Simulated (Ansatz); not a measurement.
**The perfect SiC wire along [111], 14 atoms a period, H-terminated**

What gap, if any, does the SiC wire along [111], 14 atoms a period, H-terminated have, and how does it change with the functional and under strain?

Main program and level: Ansatz 0.2.0; DFT PBE, plane waves, PAW; relaxation of a wire's period; PAW set soft_1, in the first sound run; inputs show where later runs differ.

### 1. The structure

The cell holds 32 atoms: 7 Si, 7 C and 18 H. Cell: a = 12.298 Å, b = 12.818 Å, c = 7.586 Å, α = 90.0°, β = 90.0°, γ = 90.0°. Vacuum lies along a and b. The structure's axis is c.

### 2. The relaxed wire

Band widths follow the bond lengths, so the wire is relaxed first. The atoms and the third cell vector are free; the box across stays fixed as vacuum. A Fermi-Dirac smearing is set since the result may be a metal. The pressure printed is a third of the stress's trace over the whole box, vacuum included; only the stress along the axis is relaxed.

File input.yaml:

```yaml
crystal:
  lattice:
    - [12.298, 0.0, 0.0]
    - [0.0, 12.818, 0.0]
    - [0.0, 0.0, 7.5863825372]
  atoms:
    - { symbol: Si, position: [0.499984861, 0.512876955, 0.0] }
    - { symbol: C, position: [0.499984861, 0.512876955, 0.25] }
    - { symbol: H, position: [0.276467718, 0.497188149, 0.26874392] }
    - { symbol: H, position: [0.374064886, 0.335002633, 0.26874392] }
    - { symbol: H, position: [0.402387693, 0.706440081, 0.26874392] }
    - { symbol: H, position: [0.597582029, 0.706440081, 0.26874392] }
    - { symbol: H, position: [0.625904836, 0.335002633, 0.26874392] }
    - { symbol: H, position: [0.723502004, 0.497188149, 0.26874392] }
    - { symbol: Si, position: [0.374064886, 0.44312631, 0.333333333] }
    - { symbol: Si, position: [0.499984861, 0.652378243, 0.333333333] }
    - { symbol: Si, position: [0.625904836, 0.44312631, 0.333333333] }
    - { symbol: C, position: [0.374064886, 0.44312631, 0.583333333] }
    - { symbol: C, position: [0.499984861, 0.652378243, 0.583333333] }
    - { symbol: C, position: [0.625904836, 0.44312631, 0.583333333] }
    - { symbol: H, position: [0.276467718, 0.636689437, 0.602077253] }
    - { symbol: H, position: [0.499984861, 0.265251989, 0.602077253] }
    - { symbol: H, position: [0.723502004, 0.636689437, 0.602077253] }
    - { symbol: H, position: [0.299705139, 0.401936338, 0.632544315] }
    - { symbol: H, position: [0.499984861, 0.734758187, 0.632544315] }
    - { symbol: H, position: [0.700264583, 0.401936338, 0.632544315] }
    - { symbol: Si, position: [0.374064886, 0.582627599, 0.666666667] }
    - { symbol: Si, position: [0.499984861, 0.373375666, 0.666666667] }
    - { symbol: Si, position: [0.625904836, 0.582627599, 0.666666667] }
    - { symbol: C, position: [0.374064886, 0.582627599, 0.916666667] }
    - { symbol: C, position: [0.499984861, 0.373375666, 0.916666667] }
    - { symbol: C, position: [0.625904836, 0.582627599, 0.916666667] }
    - { symbol: H, position: [0.299705139, 0.541437626, 0.965877649] }
    - { symbol: H, position: [0.374064886, 0.665007543, 0.965877649] }
    - { symbol: H, position: [0.425625114, 0.332185694, 0.965877649] }
    - { symbol: H, position: [0.574344609, 0.332185694, 0.965877649] }
    - { symbol: H, position: [0.625904836, 0.665007543, 0.965877649] }
    - { symbol: H, position: [0.700264583, 0.541437626, 0.965877649] }
kpoints:
  mp_grid: { grid: [1, 1, 11] }
scf:
  occupations: { method: fermi_dirac, width: 0.05 }
hamiltonian:
  xc: pbe
  pseudopotentials: { kind: paw, azcp: { folder: soft_1 } }
relax:
  cell: { fix: [a, b, alpha, beta, gamma] }
  max_steps: 45
  f_tol: 0.03
```

Run with:

```bash
$ ansatz run input.yaml --threads 4 --pin off --max-ram 16384MiB --backend cpu --events-out ev --progress --plain --runs-dir out
```

Numbers of over 12 decimals in the logs are rounded to 6 here.

The program printed:

```text
Engine: ansatz 0.2.0, x86_64-unknown-linux-gnu
Pseudopotentials: kind: paw
Pseudopotential: Si, paw, valence charge 4, recommended cutoff 420 eV (normal), soft_1/Si.paw.azcp
Pseudopotential: C, paw, valence charge 4, recommended cutoff 420 eV (normal), soft_1/C.paw.azcp
Pseudopotential: H, paw, valence charge 1, recommended cutoff 420 eV (normal), soft_1/H.paw.azcp
Functional definition: PBE
  parameter kappa = 0.804
  parameter beta = 0.066725
  exchange = pbe_x(kappa = kappa, mu = beta*pi^2/3)
  correlation = pbe_c(beta = beta)
Crystal: 32 atoms, lattice volume = 1195.885 Å³
Basis set: ecut = 420 eV, 23367 PW (Γ), exchange–correlation on 180×180×108 points (8 copies of the dense FFT grid, shifted against one another)
Bands: 69, of which v1, the nominal top of the filled ones, is band 37 counted from 1 (36 counted from 0)
Symmetry: 2 space group operations
Space group: Pm (ITA 6), of the structure as read, at distance tolerance 1.1e-4 Å
k-points: 6 of 11 (time reversal used)
Non-local potential: Si, projectors of the file, l = 0: 2, l = 1: 2, l = 2: 1
Non-local potential: C, projectors of the file, l = 0: 2, l = 1: 2, l = 2: 1
Non-local potential: H, projectors of the file, l = 0: 2, l = 1: 1
PAW form: soft (Blöchl's): semilocal exchange-correlation on the pseudo side does not see the compensation charge
PAW one-centre angular grid: Si, 110 points (default); XC on 64 Gauss nodes
PAW one-centre angular grid: C, 110 points (default); XC on 64 Gauss nodes
PAW one-centre angular grid: H, 110 points (default); XC on 64 Gauss nodes
Initial density: superposition of atomic densities (neutral atoms: chi_scale 0, normalization atom)
Initial wavefunctions: pseudopotential atomic-orbital guess
Functional: x = pbe(κ = 0.804, μ = 0.219515), c = pbe(β = 0.066725)
SCF iter   1: F=—  HF=-6515.858118 eV  |F-HF|=—  |Δ(HF+E_count)|=         —  Δρ=6.31e-2  dr2=5.99e1  ethr=3.10e-3  ⟨swp⟩=9.2  Hψ=2591  notcnv=0  defer=69
preconditioner: auto → Resta (q_TF=auto, 1.716 Å⁻¹)  ε∞=1.5  [insulator: Δε(μ)=6.666 eV  Ē_g=13.428 eV  σ=0.050 eV  W_gap=1.00  n_scr=92 (ndim 8)  ℏωp=9.2 eV  f_vac=0.613  D(μ)=0.00/eV (n_scr^D=0)  ε∞_Penn≈1.5  vacuum switching on, ρ_ref=1.3e-2 e/Å³]
SCF iter   2: F=—  HF=-6498.292174 eV  |F-HF|=—  |Δ(HF+E_count)|=    1.76e1  Δρ=2.59e-2  dr2=5.62e0  ethr=3.10e-3  ⟨swp⟩=4.3  Hψ=992  notcnv=0  defer=162
SCF iter   3: F=—  HF=-6496.882806 eV  |F-HF|=—  |Δ(HF+E_count)|=    1.41e0  Δρ=9.61e-3  dr2=9.75e-1  ethr=3.10e-3  ⟨swp⟩=2.0  Hψ=660  notcnv=0  defer=162
SCF iter   4: F=—  HF=-6496.654741 eV  |F-HF|=—  |Δ(HF+E_count)|=   2.28e-1  Δρ=1.94e-3  dr2=7.36e-2  ethr=1.32e-3  ⟨swp⟩=5.0  Hψ=480  notcnv=0  defer=165
SCF iter   5: F=—  HF=-6496.638959 eV  |F-HF|=—  |Δ(HF+E_count)|=   1.58e-2  Δρ=7.24e-4  dr2=3.98e-3  ethr=9.95e-5  ⟨swp⟩=3.8  Hψ=637  notcnv=0  defer=156
SCF iter   6: F=—  HF=-6496.640394 eV  |F-HF|=—  |Δ(HF+E_count)|=   1.44e-3  Δρ=2.63e-4  dr2=1.23e-3  ethr=5.37e-6  ⟨swp⟩=2.0  Hψ=611  notcnv=0  defer=156
SCF iter   7: F=—  HF=-6496.640256 eV  |F-HF|=—  |Δ(HF+E_count)|=   1.37e-4  Δρ=5.70e-5  dr2=5.30e-5  ethr=1.66e-6  ⟨swp⟩=2.0  Hψ=465  notcnv=0  defer=156
SCF iter   8: F=—  HF=-6496.640394 eV  |F-HF|=—  |Δ(HF+E_count)|=   1.38e-4  Δρ=2.60e-5  dr2=1.43e-5  ethr=7.16e-8  ⟨swp⟩=2.0  Hψ=480  notcnv=0  defer=156
SCF iter   9: F=—  HF=-6496.640392 eV  |F-HF|=—  |Δ(HF+E_count)|=   2.23e-6  Δρ=9.03e-6  dr2=2.21e-6  ethr=1.93e-8  ⟨swp⟩=2.2  Hψ=445  notcnv=0  defer=156
SCF iter  10: F=-6496.640392 eV  HF=-6496.640392 eV  |F-HF|=2.11e-9  |Δ(HF+E_count)|=   3.74e-7  Δρ=1.75e-6  dr2=4.60e-8  ethr=1.35e-10  ⟨swp⟩=4.0  Hψ=1529  notcnv=0
SCF 1 converged in 10 iterations: F = -6496.640392 eV  dr2 = 4.60e-8
  greatest PAW one-centre occupation: 0.646 electrons in one spin orbital (limit 2), on the C atom at site 24 (counted from 0), in its partial waves of l = 0
relax step   1: F+E_penalty+E_count = -6496.64039164 eV  Δ(F+E_penalty+E_count) = +0.000e0 eV  max|allowed force component| = 6.554e-1 eV/Å  Δτ_max = 0.0000 Å  P = +0.016 GPa  Ω = 1195.885 Å³  fix = [a, b, alpha, beta, gamma]  reactions: a -0.136, b -0.137 GPa; alpha -0.001 GPa/rad  (10 SCF iters, dr2 threshold 1.00e-7 eV, accepted)
Crystal: 32 atoms, lattice volume = 1219.851 Å³
Basis set: ecut = 420 eV, 23823 PW (Γ), exchange–correlation on 180×180×108 points (8 copies of the dense FFT grid, shifted against one another)
Initial density: handed on by an earlier stage of this run
Initial wavefunctions: those handed on with the density
iter 1 solved again at ethr=2.61e-4 eV; its pass at ethr=3.10e-3 eV (dr2=1.93e-1 eV) is discarded
SCF iter   1: F=—  HF=-6496.898650 eV  |F-HF|=—  |Δ(HF+E_count)|=         —  Δρ=4.66e-3  dr2=2.14e-1  ethr=2.61e-4  ⟨swp⟩=6.2  Hψ=2548  notcnv=0
preconditioner: auto → Resta (q_TF=auto, 1.710 Å⁻¹)  ε∞=1.6  [insulator: Δε(μ)=4.835 eV  Ē_g=11.439 eV  σ=0.050 eV  W_gap=1.00  n_scr=100 (ndim 8)  ℏωp=9.1 eV  f_vac=0.680  D(μ)=0.00/eV (n_scr^D=0)  ε∞_Penn≈1.6  vacuum switching on, ρ_ref=9.5e-3 e/Å³]
SCF iter   2: F=—  HF=-6496.858019 eV  |F-HF|=—  |Δ(HF+E_count)|=   4.06e-2  Δρ=1.95e-3  dr2=2.95e-2  ethr=2.61e-4  ⟨swp⟩=4.0  Hψ=958  notcnv=0
SCF iter   3: F=—  HF=-6496.856032 eV  |F-HF|=—  |Δ(HF+E_count)|=   1.99e-3  Δρ=9.20e-4  dr2=5.51e-3  ethr=3.98e-5  ⟨swp⟩=2.2  Hψ=609  notcnv=0
SCF iter   4: F=—  HF=-6496.856328 eV  |F-HF|=—  |Δ(HF+E_count)|=   2.95e-4  Δρ=1.78e-4  dr2=3.84e-4  ethr=7.45e-6  ⟨swp⟩=2.5  Hψ=726  notcnv=0
SCF iter   5: F=—  HF=-6496.856353 eV  |F-HF|=—  |Δ(HF+E_count)|=   2.55e-5  Δρ=5.17e-5  dr2=3.79e-5  ethr=5.18e-7  ⟨swp⟩=2.0  Hψ=609  notcnv=0
SCF iter   6: F=—  HF=-6496.856355 eV  |F-HF|=—  |Δ(HF+E_count)|=   1.48e-6  Δρ=1.69e-5  dr2=3.50e-6  ethr=5.12e-8  ⟨swp⟩=2.0  Hψ=627  notcnv=0
SCF iter   7: F=-6496.856355 eV  HF=-6496.856355 eV  |F-HF|=1.61e-7  |Δ(HF+E_count)|=   5.92e-7  Δρ=4.54e-6  dr2=1.82e-7  ethr=4.32e-9  ⟨swp⟩=5.0  Hψ=1190  notcnv=0
SCF 2 converged in 7 iterations: F = -6496.856355 eV  dr2 = 1.82e-7
  greatest PAW one-centre occupation: 0.649 electrons in one spin orbital (limit 2), on the C atom at site 24 (counted from 0), in its partial waves of l = 0
relax step   2: F+E_penalty+E_count = -6496.85635527 eV  Δ(F+E_penalty+E_count) = -2.160e-1 eV  max|allowed force component| = 4.165e-1 eV/Å  Δτ_max = 0.0516 Å  P = -0.025 GPa  Ω = 1219.851 Å³  energy of the carried Pulay correction = -6.218e-3 eV  fix = [a, b, alpha, beta, gamma]  reactions: a +0.041, b +0.042 GPa; alpha -0.002 GPa/rad  (7 SCF iters, dr2 threshold 3.20e-6 eV, accepted)
Crystal: 32 atoms, lattice volume = 1220.623 Å³
[...]
Initial wavefunctions: pseudopotential atomic-orbital guess (no wavefunctions were taken with the density)
iter 1 solved again at ethr=5.74e-7 eV; its pass at ethr=3.10e-3 eV (dr2=4.25e-4 eV) is discarded
SCF iter   1: F=—  HF=-6496.876842 eV  |F-HF|=—  |Δ(HF+E_count)|=         —  Δρ=1.21e-4  dr2=5.81e-6  ethr=5.74e-7  ⟨swp⟩=7.3  Hψ=4115  notcnv=0
preconditioner: auto → Resta (q_TF=auto, 1.710 Å⁻¹)  ε∞=1.6  [insulator: Δε(μ)=4.866 eV  Ē_g=11.437 eV  σ=0.050 eV  W_gap=1.00  n_scr=100 (ndim 8)  ℏωp=9.1 eV  f_vac=0.675  D(μ)=0.00/eV (n_scr^D=0)  ε∞_Penn≈1.6  vacuum switching on, ρ_ref=9.5e-3 e/Å³]
SCF iter   2: F=—  HF=-6496.885304 eV  |F-HF|=—  |Δ(HF+E_count)|=   8.46e-3  Δρ=6.08e-5  dr2=1.43e-6  ethr=7.85e-9  ⟨swp⟩=3.0  Hψ=854  notcnv=0  defer=1
SCF iter   3: F=—  HF=-6496.889538 eV  |F-HF|=—  |Δ(HF+E_count)|=   4.23e-3  Δρ=5.92e-6  dr2=2.14e-7  ethr=1.93e-9  ⟨swp⟩=4.2  Hψ=1085  notcnv=0  defer=12
SCF iter   4: F=—  HF=-6496.889615 eV  |F-HF|=—  |Δ(HF+E_count)|=   7.63e-5  Δρ=1.06e-6  dr2=2.18e-8  ethr=2.90e-10  ⟨swp⟩=2.0  Hψ=637  notcnv=0  defer=12
SCF iter   5: F=—  HF=-6496.889618 eV  |F-HF|=—  |Δ(HF+E_count)|=   2.89e-6  Δρ=5.27e-7  dr2=5.23e-9  ethr=2.95e-11  ⟨swp⟩=2.0  Hψ=500  notcnv=0  defer=12
SCF iter   6: F=—  HF=-6496.889618 eV  |F-HF|=—  |Δ(HF+E_count)|=   5.34e-7  Δρ=1.81e-7  dr2=5.38e-10  ethr=7.06e-12  ⟨swp⟩=2.0  Hψ=520  notcnv=0  defer=12
SCF iter   7: F=-6496.889618 eV  HF=-6496.889618 eV  |F-HF|=5.24e-10  |Δ(HF+E_count)|=   9.14e-9  Δρ=5.23e-8  dr2=5.97e-11  ethr=1.00e-12  ⟨swp⟩=5.0  Hψ=1236  notcnv=0
SCF 5 converged in 7 iterations: F = -6496.889618 eV  dr2 = 5.97e-11
relax step   5: F+E_penalty+E_count = -6496.88961810 eV  Δ(F+E_penalty+E_count) = -7.636e-3 eV  max|allowed force component| = 2.852e-2 eV/Å  Δτ_max = 0.0000 Å  P = -0.004 GPa  Ω = 1219.716 Å³  fix = [a, b, alpha, beta, gamma]  reactions: a -0.013, b -0.016 GPa; alpha -0.000 GPa/rad  stress off target by 1.56e-2 GPa on what of the cell is left free  SCF on the basis re-selected at this cell (its energy is not comparable with the rows above)  (7 SCF iters)
basis re-selected at this cell: Δ(F+E_penalty+E_count) = -7.636e-3 eV, ΔP = +0.008 GPa vs the last step (what re-selecting the basis moved, of the pressure what is left beyond the Pulay correction that the steps carried, after the strain that the cell walked since its last selection, with what the two solves' SCF thresholds leave and, on support functions, any second-order correction that the steps lacked; it is no m [...]
SCF converged after 7 iterations
Free energy (F): -6496.889618 eV
Harris-Foulkes:  -6496.889618 eV  (|F-HF|=5.24e-10)
Internal energy: -6496.889618 eV  (E = F + TS)
E sigma→0 (E₀):  -6496.889618 eV
Fermi energy:    -1.767365 eV
--- Per-component energies (eV) ---
  E_band       = -641.846855
  E_kinetic    = 1159.882013
  E_local      = -11305.457988  (includes V_loc(G=0)·N_el)
  E_nonlocal   = 329.620905
  E_hartree    = 5104.377798
  E_xc         = -890.710190
  E_vxc        = -954.084007  (∫ρ·V_xc dr)
  E_paw        = -4293.334828  (= ΣΔE_a)
  E_vpaw       = -80.545912  (= ΣTr[D̂ρ^β])
  E_aug_tail   = -0.018037  (compensation charges beyond the density's cutoff)
  E_ewald      = 3398.750709
  E_smearing   = -0.000000  (= −TS)
  E_closure    = -0.000000  (closes the sum)
  Σ components = -6496.889618   (vs F -6496.889618, Δ=0.00e0)
--- Forces (eV/Å), atoms counted from 1 ---
  atom   1  Si    -0.00000000     0.00027849    -0.02851899
  atom   2  C      0.00000000    -0.00055111     0.01075101
  atom   3  H      0.00342007    -0.00291185    -0.00004425
  atom   4  H     -0.00075387     0.00437213    -0.00004585
  atom   5  H      0.00418304    -0.00157151    -0.00004517
  atom   6  H     -0.00418304    -0.00157151    -0.00004517
  atom   7  H      0.00075387     0.00437213    -0.00004585
  atom   8  H     -0.00342007    -0.00291185    -0.00004425
  atom   9  Si    -0.00096438    -0.00049546    -0.00502056
  atom  10  Si    -0.00000000     0.00164909    -0.00488410
  atom  11  Si     0.00096438    -0.00049546    -0.00502056
  atom  12  C      0.00738081     0.00362896    -0.00142492
  atom  13  C     -0.00000000    -0.00838939    -0.00134036
  atom  14  C     -0.00738081     0.00362896    -0.00142492
  atom  15  H      0.00551985    -0.00325647     0.00147866
  atom  16  H      0.00000000     0.00635800     0.00147460
  atom  17  H     -0.00551985    -0.00325647     0.00147866
  atom  18  H      0.00133393     0.00093399    -0.00399327
  atom  19  H     -0.00000000    -0.00160093    -0.00399875
  atom  20  H     -0.00133393     0.00093399    -0.00399327
  atom  21  Si    -0.00283344     0.00202549     0.00310095
  atom  22  Si     0.00000000    -0.00300592     0.00302456
  atom  23  Si     0.00283344     0.00202549     0.00310095
  atom  24  C      0.02323031    -0.01348035     0.01569332
  atom  25  C      0.00000000     0.02658288     0.01539754
  atom  26  C     -0.02323031    -0.01348035     0.01569332
  atom  27  H     -0.00424683    -0.00312731    -0.00189150
  atom  28  H      0.00063764     0.00526673    -0.00191333
  atom  29  H     -0.00487149    -0.00204597    -0.00184367
  atom  30  H      0.00487149    -0.00204597    -0.00184367
  atom  31  H     -0.00063764     0.00526673    -0.00191333
  atom  32  H      0.00424683    -0.00312731    -0.00189150
  max |Σ_I F_I| component: 6.32e-6 eV/Å
--- Stress (GPa, compression-positive) ---
       -0.012591      -0.000000       0.000000
       -0.000000      -0.016101       0.000254
        0.000000       0.000251       0.015644
  P = ⅓ Tr σ = -0.0043 GPa (-0.043 kbar)
--- Relaxed structure (4 steps of the walk, 4 accepted, 1 SCFs on fresh bases) ---
  F+E_penalty+E_count = -6496.88961810 eV   max|allowed force component| = 2.852e-2 eV/Å   (the final SCF, on the basis selected at the relaxed cell)
  cell:  # Å, volume = 1219.7159 Å³
    - [12.298, 0.0, 0.0]
    - [0.0, 12.818, 0]
    - [0.0, 0, 7.737558]
  atoms:
    - { symbol: Si, position: [0.499985, 0.512897, 0.00320391] }
    - { symbol: C, position: [0.499985, 0.512871, 0.250285] }
    - { symbol: H, position: [0.274328, 0.496502, 0.273950] }
    - { symbol: H, position: [0.372408, 0.333550, 0.273972] }
    - { symbol: H, position: [0.401902, 0.708514, 0.273922] }
    - { symbol: H, position: [0.598068, 0.708514, 0.273922] }
    - { symbol: H, position: [0.627562, 0.333550, 0.273972] }
    - { symbol: H, position: [0.725642, 0.496502, 0.273950] }
    - { symbol: Si, position: [0.375381, 0.443856, 0.338662] }
    - { symbol: Si, position: [0.499985, 0.650943, 0.338654] }
    - { symbol: Si, position: [0.624589, 0.443856, 0.338662] }
    - { symbol: C, position: [0.376614, 0.444534, 0.582145] }
    - { symbol: C, position: [0.499985, 0.649561, 0.582135] }
    - { symbol: C, position: [0.623356, 0.444534, 0.582145] }
    - { symbol: H, position: [0.274402, 0.637794, 0.605385] }
    - { symbol: H, position: [0.499985, 0.262973, 0.605450] }
    - { symbol: H, position: [0.725568, 0.637794, 0.605385] }
    - { symbol: H, position: [0.302709, 0.403611, 0.626595] }
    - { symbol: H, position: [0.499985, 0.731438, 0.626554] }
    - { symbol: H, position: [0.697260, 0.403611, 0.626595] }
    - { symbol: Si, position: [0.374349, 0.582491, 0.669308] }
    - { symbol: Si, position: [0.499985, 0.373708, 0.669328] }
    - { symbol: Si, position: [0.625621, 0.582491, 0.669308] }
    - { symbol: C, position: [0.376079, 0.581515, 0.912890] }
    - { symbol: C, position: [0.499985, 0.375613, 0.912905] }
    - { symbol: C, position: [0.623890, 0.581515, 0.912890] }
    - { symbol: H, position: [0.301388, 0.543481, 0.959897] }
    - { symbol: H, position: [0.373071, 0.662595, 0.959885] }
    - { symbol: H, position: [0.428300, 0.332586, 0.959928] }
    - { symbol: H, position: [0.571669, 0.332586, 0.959928] }
    - { symbol: H, position: [0.626898, 0.662595, 0.959885] }
    - { symbol: H, position: [0.698582, 0.543481, 0.959897] }
```

It took 53 s on 4 threads of Intel Xeon Platinum 8223CL at 3.00GHz (Skylake/Cascade Lake), shared host; peak memory 2 GiB.

Step by step:

| step | energy less that of the first step (eV) | largest force component (eV/Å) | pressure (GPa) | volume (Å³) |
| --- | --- | --- | --- | --- |
| 1 | 0.0000 | 0.6554 | 0.02 | 1195.89 |
| 2 | -0.2160 | 0.4165 | -0.02 | 1219.85 |
| 3 | -0.2400 | 0.0658 | -0.03 | 1220.62 |
| 4 | -0.2416 | 0.0283 | -0.01 | 1219.72 |
| 5* | -0.2492 | 0.0285 | 0.00 | 1219.72 |

Relaxation steps marked * repeat the geometry before them on a plane-wave basis chosen anew for their cell, so energy and pressure can jump there.

Forces are held to the 2 operations that the run works with; a distortion that breaks them can't arise in this run.

| cell as run | before | after | change |
| --- | --- | --- | --- |
| c (Å) | 7.586 | 7.738 | +2.0 % |

The atoms that moved most (Å, along periodic axes as changes of fractional coordinates times the final cell, across vacuum about the mean position):

| atom | dx | dy | dz | length |
| --- | --- | --- | --- | --- |
| H19 | 0.000 | -0.043 | -0.046 | 0.063 |
| H18 | 0.037 | 0.021 | -0.046 | 0.063 |
| H20 | -0.037 | 0.021 | -0.046 | 0.063 |
| H27 | 0.021 | 0.026 | -0.046 | 0.057 |
| H32 | -0.021 | 0.026 | -0.046 | 0.057 |
| H31 | 0.012 | -0.031 | -0.046 | 0.057 |
| H28 | -0.012 | -0.031 | -0.046 | 0.057 |
| H30 | -0.033 | 0.005 | -0.046 | 0.057 |

Numbers from this step:

```yaml
cell_length_along_the_wire: 7.738 Å
```

The cell's length comes to 7.738 Å with spin left out.

(Part 1 of 3 ends here.)

[Logs are printed without paths, hosts, clocks, repeated set-up lines and the standing remarks that a program may print on its own settings, such as how far it seeks lower states.]

[Hosts, paths, dates, database ids (printed as entryN), source tags and the programs' standing remarks are cut or masked in the printed files.]
